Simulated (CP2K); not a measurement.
Consider 4-cyanopyridine at its PBE geometry (Å).

```xyz
12

N     3.4383    0.3432    0.0603
C     2.2769    0.2284    0.0333
C     0.8506    0.0851    0.0067
C     0.0142    1.2136    0.0274
C    -1.3676    1.0142    0.0098
N    -1.9556   -0.1959   -0.0253
C    -1.1394   -1.2653   -0.0445
C     0.2550   -1.1865   -0.0311
H     0.4339    2.2175    0.0573
H    -2.0427    1.8728    0.0264
H    -1.6302   -2.2406   -0.0723
H     0.8665   -2.0867   -0.0481
```

Method: CP2K XAS_TDP, all-electron GAPW, PBEh(45%), aug-cc-pVDZ, TDA, no relativity.

Where do the C K-edge lines lie, and how strong are they?

Leading lines: C2 281.86 eV, C3 281.72 eV, C4 281.15 eV and C5 281.64 eV. The leading line of an atom is its first one with 35 % of the strongest within 2.5 eV of its lowest line over the strength cut. 

The first six lines of each atom with a strength over 0.0015:

| atom | energy (eV) | states | strength, one atom |
| --- | --- | --- | --- |
| C2 (bonded to C and N) | 281.86 | 1 | 0.0314 |
|  | 282.49 | 1 | 0.0568 |
|  | 285.36 | 1 | 0.0313 |
|  | 287.22 | 1 | 0.0024 |
|  | 287.37 | 1 | 0.0029 |
|  | 288.20 | 1 | 0.0020 |
| C3 (bonded to 3 C) | 281.72 | 1 | 0.0452 |
|  | 286.25 | 1 | 0.0084 |
|  | 286.89 | 1 | 0.0118 |
|  | 287.36 | 1 | 0.0097 |
|  | 288.15 | 1 | 0.0019 |
|  | 288.50 | 1 | 0.0081 |
| C4 (bonded to 2 C and H), 2 alike | 281.15 | 1 | 0.0486 |
|  | 282.88 | 1 | 0.0040 |
|  | 285.00 | 1 | 0.0136 |
|  | 285.90 | 1 | 0.0046 |
|  | 286.15 | 1 | 0.0035 |
|  | 286.46 | 1 | 0.0041 |
| C5 (bonded to C, N and H), 2 alike | 281.64 | 1 | 0.0539 |
|  | 283.30 | 1 | 0.0033 |
|  | 285.59 | 1 | 0.0124 |
|  | 286.63 | 1 | 0.0032 |
|  | 287.21 | 1 | 0.0035 |
|  | 287.38 | 1 | 0.0083 |

Lines are vertical, at one geometry, with no vibrational structure. Without a correction of the core level, line positions, and the gaps between valence and Rydberg lines, follow the share of exact exchange. At this level such K lines come out 3 to 6 eV under measured ones. These values hold no scalar relativity, about 0.1 eV for C 1s. Rydberg lines, and the discretised continuum above threshold, depend on the basis and the box.

[Banner, clock and machine lines of the logs are left out without a mark of their own.]

[Logs are printed without paths, hosts, clocks, repeated set-up lines and the standing remarks that a program may print on its own settings, such as how far it seeks lower states.]

[Hosts, paths, dates, database ids (printed as entryN), source tags and the programs' standing remarks are cut or masked in the printed files.]
